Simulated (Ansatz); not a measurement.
# Static equation of state of BH7C4N2O2F2 (P2_1/c) (144 atoms)

The cell holds 144 atoms: 8 B, 56 H, 32 C, 16 N, 16 O and 16 F. Cell: a = 13.213 Å, b = 13.327 Å, c = 8.839 Å, α = 90.0°, β = 121.9°, γ = 90.0°. It derives from BH7C4N2O2F2 (P2_1/c), repeated 2×1×1. The starting structure: BH7C4N2O2F2, space group P2_1/c, structure from the Crystallography Open Database, 2 x 1 x 1 conventional cells; positions as listed; bonds to H set to neutron lengths (C-H 1.089, N-H 1.015, O-H 0.983, B-H 1.19 Å) where the listed ones are shorter.

Calculated with Ansatz 0.2.0: Kohn-Sham DFT, r2SCAN+D4, PAW (set soft_2), plane waves; cutoff 500 eV, Γ point, fixed occupations. Cell and atoms were relaxed first, to V0 = 9.1752 Å³ an atom at a residual P0 = 0.001 GPa. The cell was then scaled evenly, and the atoms were relaxed at each volume.

```
volume (Å³/atom)  pressure (GPa)
          8.2576               ?
          8.6246           1.061
          8.8999          0.4319
          9.4504         -0.3273
          9.7257         -0.5818
```

Task: Fit the third-order Birch–Murnaghan equation to the rows given and extrapolate to the withheld row.

Worked fit:

Take the Eulerian strain f = ½[(V0/V)^(2/3) − 1] and the normalised pressure F = (P − P0) / [3f(1 + 2f)^(5/2)]. The third-order Birch–Murnaghan equation is then the line F = B0 + (3/2)B0(B′ − 4) f, so u = f and v = F.

```
      u = f  v = F (GPa)
  0.0210563      15.1339
  0.0102569      13.2978
-0.00975651      11.7980
 -0.0190505      11.2457
```

With n = 4: mean u = 6.2656e-4, mean v = 12.8688, Σ(u − ū)² = 0.0010051, Σ(u − ū)(v − v̄) = 0.093463. Slope b = 0.093463 / 0.0010051 = 92.988; intercept a = v̄ − b ū = 12.811.

So B0 = a = 12.8 GPa and B′ = 4 + 2b/(3a) = 8.84. At the withheld volume f = 0.03638, F = a + b f = 16.19 GPa, and P = P0 + 3f(1 + 2f)^(5/2) F.

Prediction at 8.2576: 2.108 GPa. The run gave 2.113 GPa, so the fit is low by 0.0048 GPa (0.23 % of the value).

The series isn't one smooth equation of state: even a line fitted to all rows, the withheld one included, misses F by up to 3.6 %. B0 and B′ are then only the numbers of this fit, not moduli of the material. Among the rows given, the largest miss of the fit is at 8.6246, by 0.026 GPa (0.95 % of the range of the table).

Limits: Static cells at zero temperature; the cell shape is held. The program notes that the SCF threshold of these relaxations is loose for the stress. Only the Γ point is sampled, in a cell whose shortest periodic width is 8 Å.

[Logs are printed without paths, hosts, clocks, repeated set-up lines and the standing remarks that a program may print on its own settings, such as how far it seeks lower states.]

[Hosts, paths, dates, database ids (printed as entryN), source tags and the programs' standing remarks are cut or masked in the printed files.]
